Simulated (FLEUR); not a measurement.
# GdSe: parallel and opposed starts, part 2 of 3

Does GdSe prefer parallel or opposed moments?

FLEUR MaX-R8.1; PBEsol with U = 6.7 eV, J = 0.7 eV on Gd f; all-electron FLAPW, Dirac cores, scalar-relativistic bands.

So far, largest spin moment in the muffin-tin sphere (μB): step 2 (order 1, typed as ferro +) 7.07.

## (3) Start 2: antiferro q=(0,0,1/2) +-

An opposed order shows whether neighbours prefer unlike signs.

The cell is doubled to 4 atoms to hold this order. The mesh is halved along the doubled vector, so that both cells sample the same points. The k list default-1 (kpts.xml, not shown) is a Γ-centred 6×6×3 mesh.

File inp.xml:

```
<?xml version="1.0" encoding="UTF-8" standalone="no"?>
<fleurInput fleurInputVersion="0.39">
   <comment>
      GdSe
   </comment>
   <calculationSetup>
      <cutoffs Kmax="3.6" Gmax="10.8" GmaxXC="10.8" numbands="0"/>
      <scfLoop itmax="130" minDistance="0.0001" maxIterBroyd="15" imix="Anderson" alpha="0.05" precondParam="0.0" spinf="2.0" sdNocoIR="T"/>
      <coreElectrons ctail="T" frcor="F" kcrel="0" coretail_lmax="0"/>
      <xcFunctional name="PBEs" relativisticCorrections="F"/>
      <magnetism jspins="2"/>
      <soc l_soc="F" theta="0.0" phi="0.0" spav="F"/>
      <expertModes spex="0" secvar="F"/>
      <geometryOptimization l_f="F" forcealpha="1.0" forcemix="BFGS" epsdisp="0.00001" epsforce="0.00001"/>
      <ldaU l_linMix="F" mixParam="0.05" spinf="1.0"/>
   </calculationSetup>
   <cell>
      <bzIntegration valenceElectrons="68.0" mode="hist" fermiSmearingEnergy="0.00183747">
         <kPointListSelection listName="default-1"/>
         <xi:include xmlns:xi="http://www.w3.org/2001/XInclude" href="kpts.xml"> </xi:include>
      </bzIntegration>
      <xi:include xmlns:xi="http://www.w3.org/2001/XInclude" href="sym.xml"> </xi:include>
      <bulkLattice scale="1.0">
         <bravaisMatrix>
            <row-1>    0.0000000000000000     5.4528047325332993     5.4528047325332993</row-1>
            <row-2>    5.4528047325332993     0.0000000000000000     5.4528047325332993</row-2>
            <row-3>   10.9056094650665987    10.9056094650665987     0.0000000000000000</row-3>
         </bravaisMatrix>
      </bulkLattice>
   </cell>
   <atomSpecies>
      <species name="Gadolinium7.000" element="Gd" atomicNumber="64">
         <mtSphere radius="2.66" gridPoints="879" logIncrement="0.015"/>
         <atomicCutoffs lmax="10" lnonsphr="8"/>
         <electronConfig flipSpins="F">
            <coreConfig>(1s1/2) (2s1/2) (2p1/2) (2p3/2) (3s1/2) (3p1/2) (3p3/2) (4s1/2) (3d3/2) (3d5/2) (4p1/2) (4p3/2) (4d3/2) (4d5/2)</coreConfig>
            <valenceConfig>(5s1/2) (5p1/2) (5p3/2) (6s1/2) (4f5/2) (4f7/2) (5d3/2) (5d5/2)</valenceConfig>
            <stateOccupation state="(4f5/2)" spinUp="2.5" spinDown="0.5"/>
            <stateOccupation state="(4f7/2)" spinUp="4.0" spinDown="0.0"/>
            <stateOccupation state="(5d3/2)" spinUp="0.4" spinDown="0.0"/>
            <stateOccupation state="(5d5/2)" spinUp="0.6" spinDown="0.0"/>
         </electronConfig>
         <energyParameters s="6" p="6" d="5" f="4"/>
         <ldaU l="3" U="6.7" J="0.7" l_amf="F"/>
         <lo type="SCLO" l="0" n="5" eDeriv="0"/>
         <lo type="SCLO" l="1" n="5" eDeriv="0"/>
      </species>
      <species name="Gadolinium-7.000" element="Gd" atomicNumber="64">
         <mtSphere radius="2.66" gridPoints="879" logIncrement="0.015"/>
         <atomicCutoffs lmax="10" lnonsphr="8"/>
         <electronConfig flipSpins="F">
            <coreConfig>(1s1/2) (2s1/2) (2p1/2) (2p3/2) (3s1/2) (3p1/2) (3p3/2) (4s1/2) (3d3/2) (3d5/2) (4p1/2) (4p3/2) (4d3/2) (4d5/2)</coreConfig>
            <valenceConfig>(5s1/2) (5p1/2) (5p3/2) (6s1/2) (4f5/2) (4f7/2) (5d3/2) (5d5/2)</valenceConfig>
            <stateOccupation state="(4f5/2)" spinUp="0.5" spinDown="2.5"/>
            <stateOccupation state="(4f7/2)" spinUp="0.0" spinDown="4.0"/>
            <stateOccupation state="(5d3/2)" spinUp="0.0" spinDown="0.4"/>
            <stateOccupation state="(5d5/2)" spinUp="0.0" spinDown="0.6"/>
         </electronConfig>
         <energyParameters s="6" p="6" d="5" f="4"/>
         <ldaU l="3" U="6.7" J="0.7" l_amf="F"/>
         <lo type="SCLO" l="0" n="5" eDeriv="0"/>
         <lo type="SCLO" l="1" n="5" eDeriv="0"/>
      </species>
      <species name="Selenium (Se)" element="Se" atomicNumber="34">
         <mtSphere radius="2.66" gridPoints="879" logIncrement="0.014"/>
         <atomicCutoffs lmax="10" lnonsphr="8"/>
         <electronConfig flipSpins="F">
            <coreConfig>(1s1/2) (2s1/2) (2p1/2) (2p3/2) (3s1/2) (3p1/2) (3p3/2)</coreConfig>
            <valenceConfig>(4s1/2) (3d3/2) (3d5/2) (4p1/2) (4p3/2)</valenceConfig>
            <stateOccupation state="(4p1/2)" spinUp="0.666667" spinDown="0.666667"/>
            <stateOccupation state="(4p3/2)" spinUp="1.333333" spinDown="1.333333"/>
         </electronConfig>
         <energyParameters s="4" p="4" d="3" f="4"/>
      </species>
   </atomSpecies>
   <atomGroups>
      <atomGroup species="Gadolinium7.000">
         <relPos label="                   1">.0000000000 .0000000000 .0000000000</relPos>
         <force calculate="T" relaxXYZ="TTT"/>
      </atomGroup>
      <atomGroup species="Gadolinium-7.000">
         <relPos label="                   2">.0000000000 .0000000000 1.000/2.000</relPos>
         <force calculate="T" relaxXYZ="TTT"/>
      </atomGroup>
      <atomGroup species="Selenium (Se)">
         <relPos label="                   3">1.000/2.000 1.000/2.000 1.000/4.000</relPos>
         <relPos label="                   4">1.000/2.000 1.000/2.000 -1.000/4.000</relPos>
         <force calculate="T" relaxXYZ="TTT"/>
      </atomGroup>
   </atomGroups>
   <output dos="F" band="F" slice="F">
      <bandDOS minEnergy="-.5*Htr" maxEnergy="0.5*Htr" sigma="0.015" storeEVData="T"/>
      <plotting iplot="0" polar="F">
         <plot TwoD="T" vec1="  1.0  0.0  0.0" vec2="  0.0  1.0  0.0" vec3="  0.0  0.0  1.0" zero="  0.0  0.0  0.0" file="plot"/>
      </plotting>
      <moessbauerParams electricFieldGradient="F" isomerShift="F" coreHyperfine="F" valenceHyperfine="F"/>
   </output>
</fleurInput>
```

File crystal.txt:

```
GdSe
&input film=F cartesian=F /
0.00000000000  2.88550000000  2.88550000000
2.88550000000  0.00000000000  2.88550000000
5.77100000000  5.77100000000  0.00000000000
1.8897261246
1.0 1.0 1.0

4
64 0.00000000000  0.00000000000  0.00000000000 : 7.000
64 0.00000000000  0.00000000000  0.50000000000 : -7.000
34 0.50000000000  0.50000000000  0.25000000000
34 0.50000000000  0.50000000000  0.75000000000

&kpt div1=6 div2=6 div3=3 gamma=T /
```

The run is started by

```
> OMP_NUM_THREADS=1 inpgen -f crystal.txt > inpgen.log  # inp.xml is then edited as shown
> OMP_NUM_THREADS=1 mpirun -n 4 fleur_MPI > fleur.log
```

Output:

```text
[banner, memory and clock lines left out]
Welcome to FLEUR        (www.flapw.de)
      MaX-Release 8.1          (www.max-centre.eu)

 ========== k-point set info ==========
 Selected k-point list: default-1
 k-point list type: mesh
 0 x 0 x 0
 Number of k points: 36

 ------------Calculation Setup---------------------------
 Number of PE/node        :            4
 Number of OMP-threads    :            1
 k-points in parallel     :            4
 pe's per k-point         :            1
 No of k-point loops      :            9
 Eigenvalue solver        :       lapack
 Number of basis functions:          549
 Approximate size of matrices (H+S) per k-point:         0.004 GB
 Iteration:     1   Distance:      22.34309136 me/bohr^3
 Iteration:     2   Distance:      21.28497486 me/bohr^3
 Iteration:     3   Distance:       2.68786101 me/bohr^3
 Iteration:     4   Distance:       0.92204416 me/bohr^3
 Iteration:     5   Distance:       0.85367170 me/bohr^3
 Iteration:     6   Distance:       0.20632649 me/bohr^3
 Iteration:     7   Distance:       0.11255454 me/bohr^3
 Iteration:     8   Distance:       0.08883357 me/bohr^3
 Iteration:     9   Distance:       0.01807574 me/bohr^3
 Iteration:    10   Distance:       0.01688844 me/bohr^3
 Iteration:    11   Distance:       0.00502665 me/bohr^3
 Iteration:    12   Distance:       0.00152529 me/bohr^3
 Iteration:    13   Distance:       0.00136951 me/bohr^3
 Iteration:    14   Distance:       0.00107291 me/bohr^3
 Iteration:    15   Distance:       0.00014047 me/bohr^3
 Iteration:    16   Distance:       0.00013160 me/bohr^3
 Iteration:    17   Distance:       0.00005798 me/bohr^3

 ********************************************************************
 Run finished successfully
 Stop message:
   all done
 ********************************************************************

--- out.xml (last complete iteration) ---
<iteration numberForCurrentRun="   17" overallNumber="   17">
         [... left out ...]
         <bandgap value="0.0000153470" units="eV"/>
         <sumValenceSingleParticleEnergies value="-35.6633782672" units="Htr"/>
         <FermiEnergy value="0.3996432737" units="Htr"/>
         <valenceDensity>
            <mtCharges spin="1">
               <mtCharge atomType="1" total="11.5279969" s="1.0498199" p="2.9436122" d="0.5644758" f="6.9671652"/>
               <mtCharge atomType="2" total="4.3189737" s="1.0386470" p="2.9152609" d="0.3103278" f="0.0517227"/>
               <mtCharge atomType="3" total="7.6947540" s="0.8673809" p="1.8008540" d="5.0155476" f="0.0080176"/>
            </mtCharges>
            <mtCharges spin="2">
               <mtCharge atomType="1" total="4.3189735" s="1.0386469" p="2.9152609" d="0.3103276" f="0.0517226"/>
               <mtCharge atomType="2" total="11.5279972" s="1.0498199" p="2.9436122" d="0.5644760" f="6.9671651"/>
               <mtCharge atomType="3" total="7.6947540" s="0.8673809" p="1.8008540" d="5.0155476" f="0.0080176"/>
            </mtCharges>
            <spinDependentCharge spin="1" total="34.0000000" interstitial="2.7635214" mtSpheres="31.2364786"/>
            <spinDependentCharge spin="2" total="34.0000000" interstitial="2.7635214" mtSpheres="31.2364786"/>
            <totalCharge value="68.0000000000"/>
         </valenceDensity>
         [... left out ...]
         <magneticMomentsInMTSpheres units="muBohr">
            <globalMagMoment atomType="1" vec="0.00000   0.00000   7.20903"/>
            <localMagMoment atomType="1" vec="0.00000   0.00000   7.20903"/>
            <globalMagMoment atomType="2" vec="0.00000   0.00000  -7.20903"/>
            <localMagMoment atomType="2" vec="0.00000   0.00000  -7.20903"/>
            <globalMagMoment atomType="3" vec="0.00000   0.00000   0.00000"/>
            <localMagMoment atomType="3" vec="0.00000   0.00000   0.00000"/>
         </magneticMomentsInMTSpheres>
         [... left out ...]
         <totalEnergy value="   -27410.8018305739" units="Htr">
            <sumOfEigenvalues value="   -16681.8018808197">
               <coreElectrons value="-16646.1385025525"/>
               <valenceElectrons value="-35.6633782672"/>
            </sumOfEigenvalues>
            <densityCoulombPotentialIntegral value="-45371.6712938973"/>
            <densityEffectivePotentialIntegral value="-46247.6375897556"/>
            <chargeDenXCDenIntegral value="-666.0349895698"/>
            <FockExchangeEnergyValence value="0.0000000000"/>
            <FockExchangeEnergyCore value="0.0000000000"/>
         [... left out ...]
            <dftUCorrection value="-1.5291324840"/>
            <tkbTimesEntropy value="0.0002688784"/>
            <freeEnergy value="-27410.8020994523"/>
            <extrapolationTo0K value="-27410.8019650131"/>
         </totalEnergy>
         [... left out ...]
         <ldaUDensityMatrixConvergence>
            <distance spin="1" distance="0.000001"/>
            <distance spin="2" distance="0.000001"/>
         </ldaUDensityMatrixConvergence>
         <densityConvergence units="me/bohr^3">
            <chargeDensity spin="1" distance="0.0000383571"/>
            <chargeDensity spin="2" distance="0.0000386998"/>
            <overallChargeDensity distance="0.0000579774"/>
            <spinDensity distance="0.0000507593"/>
         </densityConvergence>
      </iteration>
```

Run time: 56 s. Hardware: 4 MPI ranks of Intel Xeon Platinum 8375C at 2.90GHz (Ice Lake), shared host; peak memory 0.53 GiB.

Spin moment in the muffin-tin sphere by atom:

```csv
atom,spin moment in the muffin-tin sphere (μB)
Gd1,7.21
Gd2,-7.21
Se3,0.00
Se4,0.00
```

This step gave:

- free energy: -745885.9232 eV
- program's band gap on this mesh (in a metal only a level spacing): 1.53e-5 eV
- magnetization: 0 μB
- final state: antiferromagnetic

It lies 45.2 meV a seeded atom under the first start, and its largest moment is 7.21 μB against 7.07 μB.

## (4) Order 3, typed as antiferro q=(0,1/2,1/2) +-

Another pattern of signs weighs the neighbour shells otherwise.

The cell is doubled to 4 atoms to hold this order. The mesh is halved along the doubled vector, so that both cells sample the same points. The k list default-1 (kpts.xml, not shown) is a Γ-centred 6×3×6 mesh.

inp.xml: that of step 3 with these lines changed.

```diff
@@ -25,4 +25,4 @@
             <row-1>    0.0000000000000000     5.4528047325332993     5.4528047325332993</row-1>
-            <row-2>    5.4528047325332993     0.0000000000000000     5.4528047325332993</row-2>
-            <row-3>   10.9056094650665987    10.9056094650665987     0.0000000000000000</row-3>
+            <row-2>   10.9056094650665987     0.0000000000000000    10.9056094650665987</row-2>
+            <row-3>   10.9056094650665987     5.4528047325332993     5.4528047325332993</row-3>
          </bravaisMatrix>
@@ -81,3 +81,3 @@
       <atomGroup species="Gadolinium-7.000">
-         <relPos label="                   2">.0000000000 .0000000000 1.000/2.000</relPos>
+         <relPos label="                   2">.0000000000 1.000/2.000 .0000000000</relPos>
          <force calculate="T" relaxXYZ="TTT"/>
@@ -85,4 +85,7 @@
       <atomGroup species="Selenium (Se)">
-         <relPos label="                   3">1.000/2.000 1.000/2.000 1.000/4.000</relPos>
-         <relPos label="                   4">1.000/2.000 1.000/2.000 -1.000/4.000</relPos>
+         <relPos label="                   3">1.000/2.000 .0000000000 1.000/2.000</relPos>
+         <force calculate="T" relaxXYZ="TTT"/>
+      </atomGroup>
+      <atomGroup species="Selenium (Se)">
+         <relPos label="                   4">1.000/2.000 1.000/2.000 1.000/2.000</relPos>
          <force calculate="T" relaxXYZ="TTT"/>
```

File crystal.txt:

```
GdSe
&input film=F cartesian=F /
0.00000000000  2.88550000000  2.88550000000
5.77100000000  0.00000000000  5.77100000000
5.77100000000  2.88550000000  2.88550000000
1.8897261246
1.0 1.0 1.0

4
64 0.00000000000  0.00000000000  0.00000000000 : 7.000
64 0.00000000000  0.50000000000  0.00000000000 : -7.000
34 0.50000000000  0.00000000000  0.50000000000
34 0.50000000000  0.50000000000  0.50000000000

&kpt div1=6 div2=3 div3=6 gamma=T /
```

Output:

```text
[banner, memory and clock lines left out]
Welcome to FLEUR        (www.flapw.de)
      MaX-Release 8.1          (www.max-centre.eu)

 ========== k-point set info ==========
 Selected k-point list: default-1
 k-point list type: mesh
 0 x 0 x 0
 Number of k points: 36

 [... set-up left out ...]
 Iteration:     1   Distance:      22.26673169 me/bohr^3
 Iteration:     2   Distance:      21.21474445 me/bohr^3
 Iteration:     3   Distance:       2.77812802 me/bohr^3
 Iteration:     4   Distance:       0.92788120 me/bohr^3
 Iteration:     5   Distance:       0.90076550 me/bohr^3
[...]
[... left out ...]
            <freeEnergy value="-27410.8000514182"/>
            <extrapolationTo0K value="-27410.7998438472"/>
         </totalEnergy>
         [... left out ...]
         <ldaUDensityMatrixConvergence>
            <distance spin="1" distance="0.000000"/>
            <distance spin="2" distance="0.000000"/>
         </ldaUDensityMatrixConvergence>
         <densityConvergence units="me/bohr^3">
            <chargeDensity spin="1" distance="0.0000204440"/>
            <chargeDensity spin="2" distance="0.0000204440"/>
            <overallChargeDensity distance="0.0000264371"/>
            <spinDensity distance="0.0000311914"/>
         </densityConvergence>
      </iteration>
```

Wall time 69 s (4 MPI ranks); peak memory 0.5 GiB.

Spin moment in the muffin-tin sphere by atom:

```csv
atom,spin moment in the muffin-tin sphere (μB)
Gd1,7.13
Gd2,-7.13
Se3,0.01
Se4,-0.01
```

Numbers from this step:

```
free energy                                                       : -745885.8675 eV
program's band gap on this mesh (in a metal only a level spacing) : 0 eV
magnetization                                                     : 0 μB
final state                                                       : antiferromagnetic
```

It lies 17.4 meV a seeded atom under the first start, and its largest moment is 7.13 μB against 7.07 μB.

## (5) The states side by side

Free energies are divided by the number of seeded atoms, so that cells of unlike size compare. Wavevectors q in the names are fractions of the primitive cell's reciprocal vectors.

Orders:

```csv
start,final state,typed order kept,energy over the lowest (meV a seeded atom),largest sphere moment (μB),net moment (μB a primitive cell),mesh matched,CPU time (s)
ferro +,ferromagnetic,yes,45.23,7.074,7.119,yes,50.02
"antiferro q=(0,0,1/2) +-",antiferromagnetic,yes,0,7.209,0,yes,223.9
"antiferro q=(0,1/2,1/2) +-",antiferromagnetic,yes,27.86,7.135,0,yes,274.5
```

(Part 2 of 3 ends here.)

[Logs and program files are shortened in this print: banners, set-up blocks, solver, clock and traceback lines can be left out without a mark of their own.]

[Logs are printed without paths, hosts, clocks, repeated set-up lines and the standing remarks that a program may print on its own settings, such as how far it seeks lower states.]

[Hosts, paths, dates, database ids (printed as entryN), source tags and the programs' standing remarks are cut or masked in the printed files.]

[Where a cell is said to come from a database of computed structures, the database is the Materials Project.]
